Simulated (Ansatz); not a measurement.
# 1T-PbF2 monolayer in a perpendicular field, part 2 of 3

Wanted: the out-of-plane response of the 1T-PbF2 monolayer. A positive field points along +c.

Ansatz 0.2.0; plane-wave DFT, PBE-D3(BJ), Ansatz PAW (the session's first sound run).

So far. Step 2 (Relaxation): The lattice constant a goes from 2.749 to 3.966 Å.

## Step 3: Single point, field 0

A sawtooth potential applies the field, turning back in the middle of the vacuum. With the dipole correction the typed value is the field outside the slab. The induced dipole is small, so the SCF threshold is tight.

The cell differs from the one that the last finished run ended in (c 28.515 → 20.014 Å).

The input, input.yaml:

```yaml
crystal:
  lattice:
    - [3.9663416007, 0.0, 0.0]
    - [-1.9831708003, 3.4349525863, 0.0]
    - [0.0, 0.0, 20.0139353283]
  atoms:
    - { symbol: F, position: [0.6666666667, 0.3333333333, 0.4496866734] }
    - { symbol: Pb, position: [0.0, 0.0, 0.5] }
    - { symbol: F, position: [0.3333333333, 0.6666666667, 0.5503133266] }
kpoints:
  mp_grid: { grid: [18, 18, 1] }
  band_path:
    path: [[0, 0, 0], [0.5, 0, 0], [0.33333333, 0.33333333, 0], [0, 0, 0]]
    npoints: 16
hamiltonian:
  xc: pbe
  dispersion: d3bj
scf:
  occupations: { method: fermi_dirac, width: 0.02585 }
  convergence: { dr2_threshold: 1.0e-10 }
efield:
  axis: 3
  dipole_correction: true
  ramp_position: 0.97
  ramp_width: 0.06
  amplitude: 0
output:
  dos: { projected: true, e_range: [-6, 5] }
  bader: true
  write_potential: true
  write_density: true
  volumetric_format: npy
  elf: true
```

The run is started by

```bash
ansatz run input.yaml --threads 2 --pin off --max-ram 3072MiB --backend cpu --events-out ev --progress --plain --runs-dir out
```

Numbers of over 12 decimals in the logs are rounded to 6 here.

Output:

```text
[...]
Crystal: 3 atoms, lattice volume = 272.674 Å³
Basis set: ecut = 420 eV, 5383 PW (Γ)
Bands: 18, of which v1, the nominal top of the filled ones, is band 14 counted from 1 (13 counted from 0)
Symmetry: 6 space group operations
k-points: 37 of 324 (time reversal used)
[...]
SCF iter   1: F=—  HF=-13524.518928 eV  |F-HF|=—  |Δ(HF+E_count)|=         —  Δρ=1.07e-3  dr2=2.51e-3  ethr=1.77e-3  p=0.000 e·Å  D=5.58e-14 V/Å  ΔV_dip=-0.00 eV  dr2_dipole=4.33e-10  V_vac-E_F(+/−)=5.23/5.23 eV  ⟨swp⟩=6.9  Hψ=3830  notcnv=0
efield: sawtooth ramp at fractional position 0.9700 (set: `efield.ramp_position`, or a place that a band, a saddle search or an elastic batch's reference lends), width 0.0600; the density the first Hamiltonian is built on has a dipole p = 0.000 e·Å; the dipole correction subtracts the counter field D = 5.58e-14 V/Å, which shifts the + side's vacuum level by -0.00 eV against the − side's; the planar-averaged density in the ramp window peaks in size at 1.5e-6 e/Å³
[...]
SCF iter   2: F=—  HF=-13524.518740 eV  |F-HF|=—  |Δ(HF+E_count)|=   1.88e-4  Δρ=6.79e-4  dr2=6.31e-4  ethr=8.95e-6  p=-0.000 e·Å  D=-8.47e-6 V/Å  ΔV_dip=0.00 eV  dr2_dipole=1.36e-9  V_vac-E_F(+/−)=5.22/5.22 eV  ⟨swp⟩=2.1  Hψ=1630  notcnv=0
[...]
SCF iter   8: F=-13524.518887 eV  HF=-13524.518887 eV  |F-HF|=1.60e-10  |Δ(HF+E_count)|=   2.19e-9  Δρ=2.07e-7  dr2=8.81e-11  ethr=1.00e-12  p=0.000 e·Å  D=5.80e-7 V/Å  ΔV_dip=-0.00 eV  dr2_dipole=3.15e-12  V_vac-E_F(+/−)=5.25/5.25 eV  ⟨swp⟩=6.4  Hψ=2599  notcnv=0
SCF 1 converged in 8 iterations: F = -13524.518887 eV  dr2 = 8.81e-11
[...]
NSCF: frozen V_eff on 49 k-points
efield: sawtooth ramp at fractional position 0.9700 (kept from the solve that this one continues, or follows in the run), width 0.0600; the density the first Hamiltonian is built on has a dipole p = 0.000 e·Å; the dipole correction subtracts the counter field D = 5.80e-7 V/Å, which shifts the + side's vacuum level by -0.00 eV against the − side's; the planar-averaged density in the ramp window peaks in size at 4.6e-7 e/Å³
[...]
SCF converged after 8 iterations
Free energy (F): -13524.518887 eV
[...]
Internal energy: -13524.518887 eV  (E = F + TS)
E sigma→0 (E₀):  -13524.518887 eV
Fermi energy:    -2.904973 eV
Dipole field:    D = -0.000001 V/Å  (p = -0.000002 e·Å, saw-weighted, corrected)
Work function:   Φ+ = 5.2470 eV   Φ− = 5.2471 eV
Levels:          The Fermi level and band energies are counted from a zero that moves with the ramp; work functions are not
[...]
--- Band table (eV; the first three rows and the last of 37) ---
  k-point 0: bands = [... 10 lower, -6.8440, -6.8440, -6.5134, -6.0446, -1.1992, 1.8985, 2.3874, 2.5648]
  k-point 1: bands = [... 10 lower, -6.8354, -6.8092, -6.4975, -6.0044, -1.1529, 1.9027, 2.4259, 2.5465]
  k-point 2: bands = [... 10 lower, -6.8174, -6.7507, -6.4660, -5.8893, -1.0200, 1.8515, 2.4558, 2.5408]
  k-point 36: bands = [... 10 lower, -7.2004, -6.3910, -6.3910, -4.6526, 0.8488, 1.4724, 1.4724, 5.3250]
--- Bader charges: 3 sites ---
  site symbol  charge [e]  shift [e]
     0      F     -0.7804     0.0000
     1     Pb      1.5609     0.0000
     2      F     -0.7804     0.0000
  estimated error of the sums over rays = 1.5e-4 e
```

The job ended after 20 s (2 threads of Arm Neoverse V2, shared host; peak memory 0.53 GiB; 40 s of CPU time).

Numbers from this step:

```
gap on the k-mesh                  : 3.453 eV
dipole along the normal            : -2.21e-6 e·Å
gap along the path                 : 3.453 eV
smallest direct gap along the path : 4.665 eV
ionisation energy, upper face      : 6.995 eV
electron affinity, upper face      : 3.541 eV
gap, the smaller of path and mesh  : 3.453 eV
```

Running mean over a fixed 2.5 Å (it still follows the layers) of the planar mean; the ramp of the sawtooth is left out. Table of electron's electrostatic potential energy less the Fermi level by z:

z (Å), electron's electrostatic potential energy less the Fermi level (eV) and a bar from the least value:
```
     2.82       5.25 ##############################
     3.26       5.25 ##############################
     3.56       5.25 ##############################
     4.00       5.25 ##############################
     4.30       5.25 ##############################
     4.74       5.25 ##############################
     5.19       5.25 ##############################
     5.49       5.25 ##############################
     5.93       5.24 ##############################
     6.37       5.23 ##############################
     6.67       5.21 ##############################
     7.12       5.08 ##############################
     7.41       4.68 ############################
     7.86       3.37 #########################
     8.30       1.29 ###################
     8.60      -0.21 ###############
     9.04      -2.50 #########
     9.49      -4.63 ###
     9.78      -5.56 
    10.23      -5.56 
    10.53      -4.63 ###
    10.97      -2.50 #########
    11.42      -0.21 ###############
    11.71       1.29 ###################
    12.16       3.37 #########################
    12.60       4.68 ############################
    12.90       5.08 ##############################
    13.34       5.21 ##############################
    13.64       5.23 ##############################
    14.08       5.24 ##############################
    14.53       5.25 ##############################
    14.83       5.25 ##############################
    15.27       5.25 ##############################
    15.71       5.25 ##############################
    16.01       5.25 ##############################
    16.46       5.25 ##############################
    16.75       5.25 ##############################
    17.20       5.25 ##############################
```

The density of states has structure finer than the step of the table below, so its rows give means over 0.5 eV, whole bins alone (the curve runs from -6 to 3.7 eV). Peaks (eV: height): -4.98: 13.4, -3.90: 12.7, -3.52: 32.2, -1.92: 6.42, 2.79: 4.86.

The density of states by energy, zero at the Fermi level of the run, which the smearing sets inside the gap; means over each step:

```csv
energy (eV),density of states (states/eV a cell)
-5.5,0
-5.0,4.54
-4.5,3.05
-4.0,4.78
-3.5,6.84
-3.0,0.486
-2.5,0.973
-2.0,2.58
-1.5,0.0109
-1.0,0
-0.5,0
0.0,0
0.5,0
1.0,0
1.5,0.0341
2.0,0.561
2.5,0.914
3.0,1.79
```

Projected DOS per atom over height of the atomic layer and energy from the Fermi level. Layers: F Pb F from below.

Ten even steps from '_' (0.0 states/eV) to '@' (4.4 states/eV), each cell a mean:
```
__..__
__::__
__--__
__..__
______
______
______
______
______
______
______
______
......
..__..
______
______
@@__@@
++__++
::__::
++::++
______
______
```
Columns: height of the atomic layer (Å) from 9 to 11.0; rows upwards: energy from the Fermi level (eV) from -5.96 to 3.67.

Electronic bands along the path, in eV, zero at the Fermi level of the run, which the smearing sets inside the gap:

```
  point  band 11  band 12  band 13  band 14  band 15  band 16  band 17  band 18
      Γ    -3.94    -3.94    -3.61    -3.14     1.71     4.80     5.29     5.47
halfway    -3.86    -3.73    -3.51    -2.50     2.45     4.04     5.73     6.05
      M    -3.79    -3.66    -3.53    -1.92     2.75     3.94     6.25     7.16
halfway    -4.06    -3.55    -3.49    -1.84     3.18     3.98     5.49     7.46
      K    -4.30    -3.49    -3.49    -1.75     3.75     4.38     4.38     8.23
halfway    -3.96    -3.68    -3.50    -2.35     2.70     3.90     5.87     5.97
      Γ    -3.94    -3.94    -3.61    -3.14     1.71     4.80     5.29     5.47
```

Electrostatic potential energy in the ca plane at fractional y = 0.000, with atoms of Pb within 0.2 Å of it. With pseudopotentials it is smooth inside the atoms' cores, unlike the true potential.

Ten even steps from '0' (-35 eV) to '9' (2 eV), each cell a mean:
```
99999999999999999998720000379999999999999999
99999999999999999999851001689999999999999999
99999999999999999999987557899999999999999999
99999999999999999999998889999999999999999999
99999999999999999999999999999999999999999999
99999999999999999999999999999999999999999999
99999999999999999999988778999999999999999999
99999999999999999999874124789999999999999999
99999999999999999998730000489999999999999999
99999999999999999998710110278999999999999999
```
Columns run along c (16.0 Å, from fractional 0.08 to 0.87 of the cell; values clipped at the 3rd and 97th percentile), rows up along a (4.0 Å). Atoms in or near the plane, at fractional coordinates: Pb at (0.50, 0.00).

Valence density in the ca plane at fractional y = 0.000, with atoms of Pb within 0.2 Å of it. It is the smooth field of the valence electrons, not physical close to the nuclei.

Ten steps, logarithmic in the rise over the least value, from '0' (0.0 e/Å³) to '9' (8.4 e/Å³), each cell a mean:
```
00000000000000000001258997420000000000000000
00000000000000000000136775310000000000000000
00000000000000000000123333210000000000000000
00000000000000000000111111110000000000000000
00000000000000000001111111110000000000000000
00000000000000000001111111110000000000000000
00000000000000000000112222110000000000000000
00000000000000000000134554210000000000000000
00000000000000000000247886420000000000000000
00000000000000000001258998520000000000000000
```
Columns run along c (16.0 Å, from fractional 0.08 to 0.87 of the cell), rows up along a (4.0 Å). Atoms in or near the plane, at fractional coordinates: Pb at (0.50, 0.00).

ELF in the ca plane at fractional y = 0.000, with atoms of Pb within 0.2 Å of it. It is the smooth field of the valence electrons, not physical close to the nuclei.

Ten even steps from '0' (0.00) to '9' (0.45), each cell a mean:
```
00000000000000000014895017973100000000000000
00000000000000000001489889741000000000000000
00000000000000000000135775210000000000000000
00000000000000000012321111232100000000000000
00000000000000000135652002665310000000000000
00000000000000000124541112454210000000000000
00000000000000000011112442111000000000000000
00000000000000000001258998520000000000000000
00000000000000000003698349962000000000000000
00000000000000000015894005984100000000000000
```
Columns run along c (16.0 Å, from fractional 0.08 to 0.87 of the cell), rows up along a (4.0 Å). Atoms in or near the plane, at fractional coordinates: Pb at (0.50, 0.00).

The gap is 3.45 eV, with the valence edge 6.99 eV and the conduction edge 3.54 eV under the upper vacuum level. Spin-orbit coupling, left out in this run, matters for the bands of elements this heavy.

## Step 4: Single point, field 0.1 V/Å

input.yaml, as its differences from that of step 3:

```diff
@@ -25,6 +25,4 @@
   ramp_width: 0.06
-  amplitude: 0
+  amplitude: 0.1
 output:
-  dos: { projected: true, e_range: [-6, 5] }
-  bader: true
   write_potential: true
@@ -32,2 +30 @@
   volumetric_format: npy
-  elf: true
```

Output:

```text
[...]
Crystal: 3 atoms, lattice volume = 272.674 Å³
Basis set: ecut = 420 eV, 5383 PW (Γ)
Bands: 18, of which v1, the nominal top of the filled ones, is band 14 counted from 1 (13 counted from 0)
Symmetry: 6 space group operations
k-points: 37 of 324 (time reversal used)
[...]
--- Band table (eV; the first three rows and the last of 37) ---
  k-point 0: bands = [... 10 lower, -6.8411, -6.8411, -6.5156, -6.0430, -1.2006, 1.7262, 2.3617, 2.6056]
  k-point 1: bands = [... 10 lower, -6.8333, -6.8073, -6.4996, -6.0030, -1.1543, 1.7477, 2.3410, 2.6441]
  k-point 2: bands = [... 10 lower, -6.8163, -6.7497, -6.4675, -5.8883, -1.0214, 1.7679, 2.2384, 2.7589]
  k-point 36: bands = [... 10 lower, -7.2008, -6.4057, -6.3764, -4.6529, 0.8480, 1.4715, 1.4723, 5.2008]
[key lines of the parts left out:]
SCF converged after 11 iterations
Free energy (F): -13524.519847 eV
Fermi energy:    -2.905769 eV
Dipole field:    D = 0.012752 V/Å  (p = 0.019217 e·Å, saw-weighted, corrected)
```

Elapsed: 15 s, on 2 threads; peak memory 0.52 GiB.

The dipole is 0.0192 e·Å, and the gap 3.452 eV.

## Step 5: Single point, field -0.1 V/Å

input.yaml, as its differences from that of step 4:

```diff
@@ -25,3 +25,3 @@
   ramp_width: 0.06
-  amplitude: 0.1
+  amplitude: -0.1
 output:
```

Output:

```text
[...]
Crystal: 3 atoms, lattice volume = 272.674 Å³
Basis set: ecut = 420 eV, 5383 PW (Γ)
Bands: 18, of which v1, the nominal top of the filled ones, is band 14 counted from 1 (13 counted from 0)
Symmetry: 6 space group operations
k-points: 37 of 324 (time reversal used)
[...]
--- Band table (eV; the first three rows and the last of 37) ---
  k-point 0: bands = [... 10 lower, -6.8411, -6.8411, -6.5156, -6.0430, -1.2006, 1.7262, 2.3617, 2.6056]
  k-point 1: bands = [... 10 lower, -6.8333, -6.8073, -6.4996, -6.0030, -1.1543, 1.7477, 2.3410, 2.6441]
  k-point 2: bands = [... 10 lower, -6.8163, -6.7497, -6.4675, -5.8883, -1.0214, 1.7679, 2.2384, 2.7589]
  k-point 36: bands = [... 10 lower, -7.2008, -6.4057, -6.3764, -4.6529, 0.8480, 1.4715, 1.4723, 5.2008]
[key lines of the parts left out:]
SCF converged after 11 iterations
Free energy (F): -13524.519847 eV
Fermi energy:    -2.905769 eV
Dipole field:    D = -0.012753 V/Å  (p = -0.019217 e·Å, saw-weighted, corrected)
```

Elapsed: 15 s, on 2 threads; peak memory 0.51 GiB.

The dipole is -0.0192 e·Å, and the gap 3.452 eV.

## Step 6: Atoms held, field 0.2 V/Å

input.yaml, as its differences from that of step 5:

```diff
@@ -25,3 +25,3 @@
   ramp_width: 0.06
-  amplitude: -0.1
+  amplitude: 0.2
 output:
```

Output:

```text
[...]
Crystal: 3 atoms, lattice volume = 272.674 Å³
Basis set: ecut = 420 eV, 5383 PW (Γ)
Bands: 18, of which v1, the nominal top of the filled ones, is band 14 counted from 1 (13 counted from 0)
Symmetry: 6 space group operations
k-points: 37 of 324 (time reversal used)
[...]
--- Band table (eV; the first three rows and the last of 37) ---
  k-point 0: bands = [... 10 lower, -6.8330, -6.8330, -6.5224, -6.0385, -1.2048, 1.3623, 2.1400, 2.7643]
  k-point 1: bands = [... 10 lower, -6.8271, -6.8019, -6.5057, -5.9989, -1.1585, 1.3961, 2.1354, 2.7031]
  k-point 2: bands = [... 10 lower, -6.8130, -6.7467, -6.4720, -5.8855, -1.0258, 1.4868, 2.0436, 2.6002]
  k-point 36: bands = [... 10 lower, -7.2019, -6.4203, -6.3618, -4.6536, 0.8457, 1.4697, 1.4711, 5.0465]
[key lines of the parts left out:]
SCF converged after 11 iterations
Free energy (F): -13524.522730 eV
Fermi energy:    -2.908221 eV
Dipole field:    D = 0.025509 V/Å  (p = 0.038440 e·Å, saw-weighted, corrected)
```

It took 15 s on 2 threads; peak memory 0.52 GiB; 30 s of CPU time.

The dipole is 0.0384 e·Å, and the gap 3.449 eV.

## Step 7: Single point, field -0.2 V/Å

input.yaml, as its differences from that of step 6:

```diff
@@ -25,3 +25,3 @@
   ramp_width: 0.06
-  amplitude: 0.2
+  amplitude: -0.2
 output:
```

Output:

```text
[...]
Crystal: 3 atoms, lattice volume = 272.674 Å³
Basis set: ecut = 420 eV, 5383 PW (Γ)
Bands: 18, of which v1, the nominal top of the filled ones, is band 14 counted from 1 (13 counted from 0)
Symmetry: 6 space group operations
k-points: 37 of 324 (time reversal used)
[...]
--- Band table (eV; the first three rows and the last of 37) ---
  k-point 0: bands = [... 10 lower, -6.8330, -6.8330, -6.5224, -6.0385, -1.2048, 1.3623, 2.1400, 2.7643]
  k-point 1: bands = [... 10 lower, -6.8271, -6.8019, -6.5057, -5.9989, -1.1585, 1.3961, 2.1354, 2.7031]
  k-point 2: bands = [... 10 lower, -6.8130, -6.7467, -6.4720, -5.8855, -1.0258, 1.4868, 2.0436, 2.6002]
  k-point 36: bands = [... 10 lower, -7.2019, -6.4203, -6.3618, -4.6536, 0.8457, 1.4697, 1.4711, 5.0465]
[key lines of the parts left out:]
SCF converged after 11 iterations
Free energy (F): -13524.522730 eV
Fermi energy:    -2.908221 eV
Dipole field:    D = -0.025510 V/Å  (p = -0.038440 e·Å, saw-weighted, corrected)
```

It took 15 s on 2 threads; peak memory 0.52 GiB; 30 s of CPU time.

The dipole is -0.0384 e·Å, and the gap 3.449 eV.

## Step 8: Atoms held, field 0.35 V/Å

input.yaml, as its differences from that of step 7:

```diff
@@ -25,4 +25,6 @@
   ramp_width: 0.06
-  amplitude: -0.2
+  amplitude: 0.35
 output:
+  dos: { projected: true, e_range: [-6, 5] }
+  bader: true
   write_potential: true
@@ -30 +32,2 @@
   volumetric_format: npy
+  elf: true
```

Output:

```text
[...]
Crystal: 3 atoms, lattice volume = 272.674 Å³
Basis set: ecut = 420 eV, 5383 PW (Γ)
Bands: 18, of which v1, the nominal top of the filled ones, is band 14 counted from 1 (13 counted from 0)
Symmetry: 6 space group operations
k-points: 37 of 324 (time reversal used)
[...]
k-point 2: bands = [... 10 lower, -6.8047, -6.7388, -6.4840, -5.8780, -1.0382, 0.8930, 1.8063, 2.4249]
  k-point 36: bands = [... 10 lower, -7.2050, -6.4421, -6.3401, -4.6555, 0.8394, 1.4649, 1.4674, 4.7245]
--- Bader charges: 3 sites ---
  site symbol  charge [e]  shift [e]
     0      F     -0.7877     0.0000
     1     Pb      1.5608     0.0000
     2      F     -0.7731     0.0000
  estimated error of the sums over rays = 1.5e-4 e
[key lines of the parts left out:]
SCF converged after 11 iterations
Free energy (F): -13524.530660 eV
Fermi energy:    -2.915209 eV
Dipole field:    D = 0.044658 V/Å  (p = 0.067294 e·Å, saw-weighted, corrected)
```

Wall time 22 s (2 threads); peak memory 0.52 GiB; 44 s of CPU time.

The dipole is 0.0673 e·Å, and the gap 3.439 eV.

(Continued in part 3 of 3.)

[Logs are printed without paths, hosts, clocks, repeated set-up lines and the standing remarks that a program may print on its own settings, such as how far it seeks lower states.]

[Hosts, paths, dates, database ids (printed as entryN), source tags and the programs' standing remarks are cut or masked in the printed files.]

[Maps of the electrostatic potential energy from Ansatz leave out the sawtooth potential of an applied field or a dipole correction, so their vacuum need not be flat; planar profiles and work functions include it.]

[The density of states shown here was stored with 400 of the rows of the run's finer table, so its peaks can read low, often by over a quarter, or be missed, and its means over a window can be off by a tenth or more.]
